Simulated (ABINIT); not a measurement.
**Excitons of Bi2S2O (P4/nmm): kernels and approximations**

Aim: the absorption spectrum of Bi2S2O (P4/nmm) with electron-hole interaction, and what each part of the kernel does.

Calculated with ABINIT 10.8.3; PBEsol and many-body steps on it, plane waves.

## Step 1: The structure

It takes space group P4/nmm (No. 129, tetragonal). The conventional cell has a = 3.954 Å, b = 3.954 Å, c = 14.051 Å, α = 90.00°, β = 90.00°, γ = 90.00°. Nearest to Bi lie 5 S at 2.52 to 2.82 Å. Nearest to Bi lie 4 O at 2.34 Å and 4 S at 3.12 Å. Nearest to S lie 4 Bi at 2.82 Å. S has 5 Bi at 2.52 to 3.12 Å nearest. Nearest to O lie 4 Bi at 2.34 Å. Farther neighbours and most contacts between anions are not listed.

The cell and positions are those that the Materials Project relaxed with its own functionals (PBE, PBE+U or r2SCAN), kept fixed. Spin-orbit coupling is left out unless a step names it.

## Step 2: Empty states on the mesh, 4×4×1 mesh, 166 bands

This step: ABINIT 10.8.3; DFT, PBEsol, plane waves, norm-conserving pseudopotentials.

The sums over transitions need many empty states on a uniform mesh; this step solves for them.

The input, run.abi:

```
acell 3*1.0 Angstrom
rprim 
  3.954101390000 0.000000000000 0.000000000000
  0.000000000000 3.954101390000 0.000000000000
  0.000000000000 0.000000000000 14.050579580000
ntypat 3
znucl 83 16 8
natom 10
typat 1 1 1 1 2 2 2 2 3 3
xred 
  0.000000000000 0.500000000000 0.866495830000
  0.500000000000 0.000000000000 0.133504170000
  0.500000000000 0.000000000000 0.589093140000
  0.000000000000 0.500000000000 0.410906860000
  0.500000000000 0.000000000000 0.894313410000
  0.000000000000 0.500000000000 0.105686590000
  0.000000000000 0.500000000000 0.687487520000
  0.500000000000 0.000000000000 0.312512480000
  0.000000000000 0.000000000000 0.500000000000
  0.500000000000 0.500000000000 0.500000000000
pp_dirpath "pseudos"
pseudos "Bi.upf, S.upf, O.upf"
ecut 42
ngkpt 4 4 1
nshiftk 1
shiftk 0 0 0
kptopt 1
chksymbreak 0
iscf -2
irdden 1
istwfk *1
nband 166
nbdbuf 14
tolwfr 1e-09
nstep 60
prtvol 0
indata_prefix "in"
outdata_prefix "out"
tmpdata_prefix "tmp"
```

The run is started by

```
$ OMP_NUM_THREADS=1 mpirun -n 4 abinit run.abi > log
```

Numbers of over 12 decimals in the logs are rounded to 6 here.

The program printed:

```text
.Version 10.8.3 of ABINIT. v10.8.2 released Aug 2026.

 Symmetries : space group P4/n m m (#129); Bravais tP (primitive tetrag.)
[... echo of the input left out ...]
== DATASET  1 ==================================================================
-   mpi_nproc: 4, omp_nthreads: 1 (-1 if OMP is not activated)

--- !DatasetInfo
iteration_state: {dtset: 1, }
dimensions: {natom: 10, nkpt: 6, mband: 166, nsppol: 1, nspinor: 1, nspden: 1, mpw: 19392, }
cutoff_energies: {ecut:  42.0, pawecutdg:  -1.0, }
[...]
1.12104    1.12138    1.12641    1.12641    1.14740    1.14740    1.14753    1.15100
   1.17674    1.17674    1.18316    1.18633    1.18918    1.19477    1.21051    1.24263
   1.24263    1.26785    1.28807    1.30061    1.30162    1.31580
 prteigrs : prtvol=0 or 1, do not print more k-points.

== END DATASET(S) ==============================================================
================================================================================

 -outvars: echo values of variables after computation  --------
            nband         166
             nkpt           6
          spgroup         129
 [... the other variables as echoed above ...]

 Calculation completed.
```

Wall time 4.6 min (4 MPI ranks of Arm Neoverse V2, shared host); peak memory 0.73 GiB.

Numbers from this step:

```yaml
gap: 0.9404 eV
k_of_the_valence_top: 0.5, 0, 0
k_of_the_conduction_bottom: 0.5, 0, 0
least_direct_gap: 0.9404 eV
k_points_computed: 6
lowest_point_of_the_top_converged_band_above_the_valence_top: 24.38 eV
```

On this mesh the gap is 0.940 eV.

The density comes from a self-consistent run that is not shown.

## Step 3: Screening, 4×4×1 mesh, 152 bands, screening to 81.6 eV

The RPA dielectric matrix is built and inverted for each q.

This step: RPA screening on PBEsol, plane waves, norm-conserving pseudopotentials.

Edit run.abi of step 2 so:

```diff
@@ -28,10 +28,11 @@
 chksymbreak 0
-iscf -2
-irdden 1
 istwfk *1
-nband 166
-nbdbuf 14
-tolwfr 1e-09
-nstep 60
-prtvol 0
+occopt 1
+irdwfk 1
+optdriver 3
+nband 152
+ecuteps 3
+inclvkb 2
+awtr 1
+symchi 1
 indata_prefix "in"
```

The program printed:

```text
.Version 10.8.3 of ABINIT. v10.8.2 released Aug 2026.

 Symmetries : space group P4/n m m (#129); Bravais tP (primitive tetrag.)
[... echo of the input left out ...]
== DATASET  1 ==================================================================
-   mpi_nproc: 4, omp_nthreads: 1 (-1 if OMP is not activated)

--- !DatasetInfo
iteration_state: {dtset: 1, }
dimensions: {natom: 10, nkpt: 6, mband: 152, nsppol: 1, nspinor: 1, nspden: 1, mpw: 19392, }
cutoff_energies: {ecut:  42.0, pawecutdg:  -1.0, }
[...]
--------------------------------------------------------------------------------
[... chi0 elements left out ...]
 For q-point:  0.000010 0.000020 0.000030
  dielectric constant =  24.9719
  dielectric constant without local fields =  26.9679

  Average fulfillment of the sum rule on Im[epsilon] for q-point    1 :     44.71  [%]
[... wings left out ...]
  q-point number  2        q = ( 0.250000, 0.000000, 0.000000) [r.l.u.]
--------------------------------------------------------------------------------
[... chi0 elements left out ...]
  Average fulfillment of the sum rule on Im[epsilon] for q-point    2 :     46.07  [%]

 [... 4 further q-points ...]
```

The job ended after 5.1 min (4 MPI ranks; peak memory 4.7 GiB; 20 min of CPU time).

Numbers from this step:

```yaml
eps_infinity_with_local_fields_on_this_mesh_along_the_program_s_q_direction: 24.97
the_same_without_local_fields: 26.97
plasma_frequency: 28.34 eV
plane_waves_in_the_screening_matrix: 357
```

Local fields lower ε∞ by 7 %. On a Γ-centred mesh this coarse the value itself is usually too large, while a short band sum pulls it down.

## Step 4: Self-energy, 4×4×1 mesh, 152 bands, screening to 81.6 eV

The self-energy is evaluated for the states that the input lists, and the levels follow from it, in one-shot runs by the linearised quasiparticle equation.

This step: G0W0 on PBEsol, plane waves, norm-conserving pseudopotentials.

Edit run.abi of step 3 so:

```diff
@@ -31,8 +31,17 @@
 irdwfk 1
-optdriver 3
+optdriver 4
 nband 152
+gwcalctyp 0
+ecutsigx 42
+symsigma 1
+nkptgw 2
+kptgw 
+  0.5000000000 0.0000000000 0.0000000000
+  0.0000000000 0.0000000000 0.0000000000
+bdgw 
+  63 66
+  63 66
 ecuteps 3
-inclvkb 2
-awtr 1
-symchi 1
+irdscr 1
+ppmodel 1
 indata_prefix "in"
```

The program printed:

```text
.Version 10.8.3 of ABINIT. v10.8.2 released Aug 2026.

 Symmetries : space group P4/n m m (#129); Bravais tP (primitive tetrag.)
[... echo of the input left out ...]
== DATASET  1 ==================================================================
-   mpi_nproc: 4, omp_nthreads: 1 (-1 if OMP is not activated)

--- !DatasetInfo
iteration_state: {dtset: 1, }
dimensions: {natom: 10, nkpt: 6, mband: 152, nsppol: 1, nspinor: 1, nspden: 1, mpw: 19392, }
cutoff_energies: {ecut:  42.0, pawecutdg:  -1.0, }
[...]
Band     E0 <VxcDFT>   SigX SigC(E0)      Z dSigC/dE  Sig(E)    E-E0       E
[...]
65   8.024 -12.023  -8.209  -2.836   0.815  -0.227 -11.226   0.797   8.821
       66   8.773 -12.094  -8.091  -2.871   0.812  -0.231 -11.175   0.920   9.693

== END DATASET(S) ==============================================================
================================================================================

 -outvars: echo values of variables after computation  --------
           etotal      0.0000000000E+00
            nband         152
             nkpt           6
          spgroup         129
 [... the other variables as echoed above ...]

 Calculation completed.
```

Wall time 24 s (4 MPI ranks); peak memory 3.5 GiB; 96 s of CPU time.

This step gave:

* G0W0 gap on the points computed: 1.248 eV
* starting gap on the mesh: 0.9404 eV
* k of the valence top: 0.5, 0, 0
* k of the conduction bottom: 0.5, 0, 0
* least direct G0W0 gap on the computed points: 1.248 eV

The gap on the mesh goes from 0.94 eV to 1.25 eV, a correction of +0.31 eV.

The gap opens by 0.308 eV; the next steps shift the empty bands rigidly by 0.308 eV.

## Step 5: Excitons

Light makes an electron and a hole together. The Bethe-Salpeter equation adds their screened attraction and their exchange, in a window of bands around the gap.

This step: Bethe-Salpeter equation on PBEsol with a scissors shift, plane waves, norm-conserving pseudopotentials.

Edit run.abi of step 4 so:

```diff
@@ -31,17 +31,17 @@
 irdwfk 1
-optdriver 4
-nband 152
-gwcalctyp 0
-ecutsigx 42
-symsigma 1
-nkptgw 2
-kptgw 
-  0.5000000000 0.0000000000 0.0000000000
-  0.0000000000 0.0000000000 0.0000000000
-bdgw 
-  63 66
-  63 66
+optdriver 99
+bs_calctype 1
+mbpt_sciss 0.308 eV
+bs_loband 52
+nband 76
+bs_exchange_term 1
+bs_coulomb_term 11
+bs_coupling 0
+bs_algorithm 1
+bs_freq_mesh 0 7 0.05 eV
+zcut 0.15 eV
 ecuteps 3
+ecutwfn 21
+inclvkb 2
 irdscr 1
-ppmodel 1
 indata_prefix "in"
```

The program printed:

```text
.Version 10.8.3 of ABINIT. v10.8.2 released Aug 2026.

 Symmetries : space group P4/n m m (#129); Bravais tP (primitive tetrag.)
[... echo of the input left out ...]
== DATASET  1 ==================================================================
-   mpi_nproc: 4, omp_nthreads: 1 (-1 if OMP is not activated)

--- !DatasetInfo
iteration_state: {dtset: 1, }
dimensions: {natom: 10, nkpt: 6, mband: 76, nsppol: 1, nspinor: 1, nspden: 1, mpw: 6825, }
cutoff_energies: {ecut:  21.0, pawecutdg:  -1.0, }
electrons: {nelect:   1.28000000E+02, charge:   0.00000000E+00, occopt:   1.00000000E+00, tsmear:   1.00000000E-02, }

 Exciton: Calculation of dielectric properties by solving the Bethe-Salpeter equation
 in frequency domain and reciprocal space on a transitions basis set.
 Based on a program developed by L. Reining, V. Olevano, F. Sottile,
 S. Albrecht, and G. Onida. Incorporated in ABINIT by M. Giantomassi.

.Using double precision arithmetic ; gwpc =  8

[... cell and pseudopotentials left out ...]
--------------------------------------------------------------------------------

 ==== K-mesh for the wavefunctions ====
 Number of points in the irreducible wedge :     6
[... list of points left out ...]
 Together with 16 symmetry operations and time-reversal symmetry
 yields    16 points in the full Brillouin Zone.

 ==== Q-mesh for the screening function ====
 Number of points in the irreducible wedge :     6
[... list of points left out ...]
 Together with 16 symmetry operations and time-reversal symmetry
 yields    16 points in the full Brillouin Zone.

 vcoul_init : cutoff-mode = AUXILIARY_FUNCTION
 q-points for optical limit:   1
     1)      0.000010    0.000020    0.000030
 setmesh: FFT mesh size selected  =    24x   24x   75
          total number of points  =        43200

 ==== Fundamental parameters for the solution of the Bethe-Salpeter equation: ====
 Algorithm: Direct diagonalization.
 Dimension of the v, W matrices,  npweps  = 357
 Cutoff for the wavefunctions,    npwwfn  = 6799
 Number of k-points in the IBZ,   nkibz   = 6
 Highest empty band included,     nband   = 76
 === Spin UP ===
 Number of resonant transitions          2496
 Lowest occupied state                   52
 Highest occupied state                  64
 Lowest unoccupied state                 65
 Highest unoccupied state                76
 Minimum frequency [eV]           Emin    =   0.00
 Maximum frequency [eV]           Emax    =   7.00
 Frequency step [eV]              dE      =   0.05
 Lorentzian broadening [eV]       eta     =   0.15
 RPA L0 with KS energies and KS wavefunctions
 Scissors operator energy [eV] =          0.31
 Local fields effects (v term) included
 Excitonic effects (W term) included
 Full W_GG' included
 W is read from an external SCR file
 Resonant-only calculation (Hermitian case)

 Calculating epsilon_Macro(q-->0,w), along the following directions:
 q = (  1.189233  0.000000  0.000000) [r.l.u.]
 q = (  0.000000  1.189233  0.000000) [r.l.u.]
 q = (  0.000000  0.000000  4.225842) [r.l.u.]
 q = (  1.189233  0.000000  0.000000) [r.l.u.]
 q = (  0.000000  1.189233  0.000000) [r.l.u.]
 q = (  0.000000  0.000000  4.225842) [r.l.u.]
 Number of electrons calculated from density =  127.9502; Expected =  128.0000
 average of density, n =  0.086309
 r_s =    1.4037
 omega_plasma =   28.3389 [eV]

. Writing resonant excitonic Hamiltonian on file out_BSR; file size=   0.05 [Gb].
 Direct diagonalization of the resonant excitonic Hamiltonian, Matrix size= 2496
. Using LAPACK sequential version.
 Excitonic eigenvalues in eV up to n=   32
   1.12702   1.12743   1.13623   1.13657   1.17070   1.17087   1.17695   1.30685
   1.63273   1.64389   1.64604   1.64618   1.64647   1.64659   1.66400   1.66405
   1.66988   1.66991   1.68853   1.72717   1.72798   1.73066   1.73082   1.76936
   1.90498   1.90516   1.91404   1.91439   1.97216   1.97220   1.97227   1.97232

 First excitonic eigenvalue=    1.13 [eV]
 Last  excitonic eigenvalue=   18.44 [eV]

 GW  direct gap       1.25  0.00 [eV]
 EXC direct gap       1.13  0.00 [eV]
 EXC binding energy   0.12  0.00 [eV]

 Excitonic eigenvalues up to the GW energy gap [eV]
  1 (  1.13  0.00)
  2 (  1.13  0.00)
  3 (  1.14  0.00)
  4 (  1.14  0.00)
  5 (  1.17  0.00)
  6 (  1.17  0.00)
  7 (  1.18  0.00)

 Macroscopic dielectric function:
 omega [eV] <KS_RPA_nlf>  <GW_RPA_nlf>  <BSE>
   0.0000  21.6694   0.0000  18.6587   0.0000  20.6583   0.0000
   0.0500  21.6903   0.1352  18.6697   0.0691  20.6742   0.1006
   0.1000  21.7533   0.2734  18.7030   0.1391  20.7222   0.2029
   0.1500  21.8597   0.4181  18.7590   0.2110  20.8029   0.3086
   0.2000  22.0116   0.5729  18.8382   0.2856  20.9176   0.4195
   0.2500  22.2120   0.7425  18.9417   0.3641  21.0680   0.5378
   0.3000  22.4652   0.9325  19.0708   0.4478  21.2565   0.6661
   0.3500  22.7765   1.1505  19.2272   0.5382  21.4861   0.8075
   0.4000  23.1530   1.4065  19.4129   0.6371  21.7609   0.9659
   0.4500  23.6034   1.7150  19.6306   0.7467  22.0857   1.1463

 Writing KS-RPA macroscopic dielectric function without local fields to file: out_RPA_NLF_MDF
 Writing GW-RPA macroscopic dielectric function without local fields to file: out_GW_NLF_MDF
 Writing EXC Macroscopic dielectric function to file: out_EXC_MDF

== END DATASET(S) ==============================================================
================================================================================

 -outvars: echo values of variables after computation  --------
           etotal      0.0000000000E+00
            nband          76
             nkpt           6
          spgroup         129
 [... the other variables as echoed above ...]

 Calculation completed.
```

The job ended after 8.3 min (4 MPI ranks; peak memory 1.3 GiB).

Numbers from this step:

```
direct gap of the transition levels                            : 1.248 eV
transitions in the window                                      : 2496
first strong exciton (over a fiftieth of the strongest listed) : 1.136 eV
lowest state                                                   : 1.127 eV
binding of the lowest state below the direct gap               : 0.1210 eV
Coulomb term of one mesh cell                                  : 0.1077 eV
```

The binding is 1.1 times the screened Coulomb term of one mesh cell (0.11 eV), so it is not shown settled.

The lowest state lies at 1.127 eV, 0.121 eV under the direct gap.

Lines within 3 meV are set at the lowest of them, and the highest group, which the list may cut short, is left out. Lines of the exciton spectrum (strongest = 100):

| position (eV) | lines merged | oscillator strength, relative |
| --- | --- | --- |
| 1.127 | 2 | 0.0 |
| 1.136 | 2 | 65 |
| 1.171 | 2 | 0.0 |
| 1.177 | 1 | 0.0 |
| 1.307 | 1 | 0.9 |
| 1.633 | 1 | 0.0 |
| 1.644 | 5 | 100 |

The ε₂ has structure finer than the step of the table below, so its rows give means over 0.25 eV, whole bins alone (the curve runs from 0 to 6.95 eV). Peaks (eV: height): BSE 1.150: 21.8, 1.650: 33.2, 2.650: 20.1, 3.700: 15.8; no electron-hole interaction 1.250: 17.6, 1.800: 32.2, 2.800: 20.1; Kohn-Sham, no shift 0.950: 17.4, 1.500: 32.0, 2.500: 20.1.

Mean over the three Cartesian directions of q; broadening 0.15 eV; transition window only. Limits: finite bands, cutoff and mesh; no spin-orbit coupling; coarse k mesh; exciton not shown settled in the k mesh. ε₂ against photon energy; means over each step:

| photon energy (eV) | BSE | no electron-hole interaction | Kohn-Sham, no shift |
| --- | --- | --- | --- |
| 0.25 | 0.551 | 0.371 | 0.769 |
| 0.50 | 1.40 | 0.892 | 2.23 |
| 0.75 | 3.59 | 1.97 | 7.87 |
| 1.00 | 12.9 | 5.86 | 14.6 |
| 1.25 | 17.0 | 14.9 | 13.7 |
| 1.50 | 20.8 | 12.1 | 27.0 |
| 1.75 | 23.4 | 26.1 | 12.3 |
| 2.00 | 9.55 | 15.6 | 10.3 |
| 2.25 | 11.3 | 9.75 | 12.2 |
| 2.50 | 15.1 | 11.7 | 18.6 |
| 2.75 | 18.3 | 17.5 | 16.9 |
| 3.00 | 15.2 | 17.9 | 12.8 |
| 3.25 | 11.0 | 13.4 | 11.3 |
| 3.50 | 12.2 | 11.4 | 13.7 |
| 3.75 | 14.6 | 13.3 | 12.1 |
| 4.00 | 12.5 | 12.4 | 12.1 |
| 4.25 | 11.7 | 12.1 | 12.4 |
| 4.50 | 12.0 | 12.3 | 11.4 |
| 4.75 | 10.7 | 11.6 | 10.6 |
| 5.00 | 8.66 | 11.0 | 10.0 |
| 5.25 | 8.59 | 9.99 | 9.82 |
| 5.50 | 8.26 | 10.1 | 7.67 |
| 5.75 | 6.05 | 8.10 | 6.40 |
| 6.00 | 4.83 | 6.66 | 5.53 |
| 6.25 | 3.80 | 5.85 | 3.56 |
| 6.50 | 2.72 | 3.91 | 3.15 |
| 6.75 | 2.58 | 3.13 | 2.91 |

## Step 6: Triplet (no exchange term)

Edit run.abi of step 5 so:

```diff
@@ -35,4 +35,4 @@
 bs_loband 52
-nband 76
-bs_exchange_term 1
+nband 72
+bs_exchange_term 0
 bs_coulomb_term 11
@@ -40,3 +40,3 @@
 bs_algorithm 1
-bs_freq_mesh 0 7 0.05 eV
+bs_freq_mesh 0 5 0.05 eV
 zcut 0.15 eV
```

The program printed:

```text
.Version 10.8.3 of ABINIT. v10.8.2 released Aug 2026.

 Symmetries : space group P4/n m m (#129); Bravais tP (primitive tetrag.)
[... echo of the input left out ...]
== DATASET  1 ==================================================================
-   mpi_nproc: 4, omp_nthreads: 1 (-1 if OMP is not activated)

--- !DatasetInfo
iteration_state: {dtset: 1, }
dimensions: {natom: 10, nkpt: 6, mband: 72, nsppol: 1, nspinor: 1, nspden: 1, mpw: 6825, }
cutoff_energies: {ecut:  21.0, pawecutdg:  -1.0, }
electrons: {nelect:   1.28000000E+02, charge:   0.00000000E+00, occopt:   1.00000000E+00, tsmear:   1.00000000E-02, }

 Exciton: Calculation of dielectric properties by solving the Bethe-Salpeter equation
 in frequency domain and reciprocal space on a transitions basis set.
 Based on a program developed by L. Reining, V. Olevano, F. Sottile,
 S. Albrecht, and G. Onida. Incorporated in ABINIT by M. Giantomassi.

.Using double precision arithmetic ; gwpc =  8

[... cell and pseudopotentials left out ...]
--------------------------------------------------------------------------------

 ==== K-mesh for the wavefunctions ====
 Number of points in the irreducible wedge :     6
[... list of points left out ...]
 Together with 16 symmetry operations and time-reversal symmetry
 yields    16 points in the full Brillouin Zone.

 ==== Q-mesh for the screening function ====
 Number of points in the irreducible wedge :     6
[... list of points left out ...]
 Together with 16 symmetry operations and time-reversal symmetry
 yields    16 points in the full Brillouin Zone.

 vcoul_init : cutoff-mode = AUXILIARY_FUNCTION
 q-points for optical limit:   1
     1)      0.000010    0.000020    0.000030
 setmesh: FFT mesh size selected  =    24x   24x   75
[...]
average of density, n =  0.086309
 r_s =    1.4037
 omega_plasma =   28.3389 [eV]

. Writing resonant excitonic Hamiltonian on file out_BSR; file size=   0.02 [Gb].
 Direct diagonalization of the resonant excitonic Hamiltonian, Matrix size= 1664
. Using LAPACK sequential version.
 Excitonic eigenvalues in eV up to n=   32
   1.07980   1.08012   1.08282   1.08319   1.15114   1.15473   1.15956   1.16164
   1.59277   1.59642   1.61526   1.61587   1.61788   1.61817   1.61838   1.61862
   1.66108   1.66109   1.66270   1.66274   1.72374   1.72497   1.73050   1.73074
   1.88927   1.88974   1.90517   1.90540   1.97147   1.97151   1.97160   1.97165

 First excitonic eigenvalue=    1.08 [eV]
 Last  excitonic eigenvalue=    9.44 [eV]

 GW  direct gap       1.25  0.00 [eV]
 EXC direct gap       1.08  0.00 [eV]
 EXC binding energy   0.17  0.00 [eV]

 Excitonic eigenvalues up to the GW energy gap [eV]
  1 (  1.08  0.00)
  2 (  1.08  0.00)
  3 (  1.08  0.00)
[...]
7 (  1.16  0.00)
  8 (  1.16  0.00)

 Macroscopic dielectric function:
 omega [eV] <KS_RPA_nlf>  <GW_RPA_nlf>  <BSE>
   0.0000  21.0480   0.0000  18.0681   0.0000  20.8916   0.0000
   0.0500  21.0688   0.1349  18.0791   0.0689  20.9094   0.1136
   0.1000  21.1317   0.2729  18.1123   0.1387  20.9632   0.2291
[...]
0.4000  22.5286   1.4043  18.8197   0.6352  22.1370   1.1115
   0.4500  22.9782   1.7124  19.0368   0.7446  22.5072   1.3276

 Writing KS-RPA macroscopic dielectric function without local fields to file: out_RPA_NLF_MDF
 Writing GW-RPA macroscopic dielectric function without local fields to file: out_GW_NLF_MDF
 Writing EXC Macroscopic dielectric function to file: out_EXC_MDF

== END DATASET(S) ==============================================================
================================================================================

 -outvars: echo values of variables after computation  --------
           etotal      0.0000000000E+00
            nband          72
             nkpt           6
          spgroup         129
 [... the other variables as echoed above ...]

 Calculation completed.
```

It took 3.8 min on 4 MPI ranks; peak memory 1.3 GiB; 15 min of CPU time.

The lowest triplet lies at 1.080 eV; without spin-orbit coupling triplets are dark, so no spectrum is read.

(Continued in part 2 of 3.)

[Paths, hosts, dates, memory and timing lines, banners, echoed tables and standing remarks are left out of the program output.]

[Logs are printed without paths, hosts, clocks, repeated set-up lines and the standing remarks that a program may print on its own settings, such as how far it seeks lower states.]

[Runs of the session that timed out or met a known fault of the program may be left out.]

[Hosts, paths, dates, database ids (printed as entryN), source tags and the programs' standing remarks are cut or masked in the printed files.]

[G0W0 gaps are taken among the corrected bands and points alone; a level outside them can change the order at an edge.]

[Where Ansatz stands beside ABINIT at settings called matched, ABINIT's density can come from a denser mesh and the files from another edition; pairs whose starting gaps differed by over 0.03 eV were left out, so agreement reads better than it is.]
